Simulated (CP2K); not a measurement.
Consider trifluoromethylallene at its PBE geometry (Å).

```xyz
10

C     2.1058   -0.3308   -0.1517
C     0.8853   -0.0915    0.2450
C    -0.3308    0.1549    0.6697
C    -1.5333    0.1841   -0.2360
F    -1.7322   -0.9910   -0.9069
F    -1.4610    1.1707   -1.1877
F    -2.6664    0.4116    0.4952
H     2.7622    0.4785   -0.4773
H     2.5039   -1.3473   -0.1724
H    -0.5335    0.3608    1.7221
```

Method: CP2K XAS_TDP, all-electron GAPW, PBEh(45%), aug-cc-pVDZ, TDA, GW2X-corrected core level, no relativity.

Q: Where do the F K-edge lines lie, and how strong are they?

Leading lines: F5 689.84 eV. The leading line of an atom is its first one with 35 % of the strongest within 2.5 eV of its lowest line over the strength cut. Core ionisation energies at this level: F5 693.20 eV.

The first six lines of each atom with a strength over 0.0015:

```csv
atom,energy (eV),states,"strength, one atom",above the computed threshold
F5 (bonded to C),689.84,1,0.0216,
,691.16,1,0.0015,
,691.63,1,0.0049,
,691.98,1,0.0153,
,692.45,1,0.0022,
,693.28,1,0.0075,yes
```

Lines are vertical, at one geometry, with no vibrational structure. GW2X ionisation energies and lines can be off by 1 to 2 eV either way, and a good line position may hide errors that cancel. Atoms with the same bonds but other surroundings in this conformer are left out. These values hold no scalar relativity, about 0.7 eV for F 1s. Rydberg lines, and the discretised continuum above threshold, depend on the basis and the box.

[Banner, clock and machine lines of the logs are left out without a mark of their own.]

[Logs are printed without paths, hosts, clocks, repeated set-up lines and the standing remarks that a program may print on its own settings, such as how far it seeks lower states.]

[Hosts, paths, dates, database ids (printed as entryN), source tags and the programs' standing remarks are cut or masked in the printed files.]
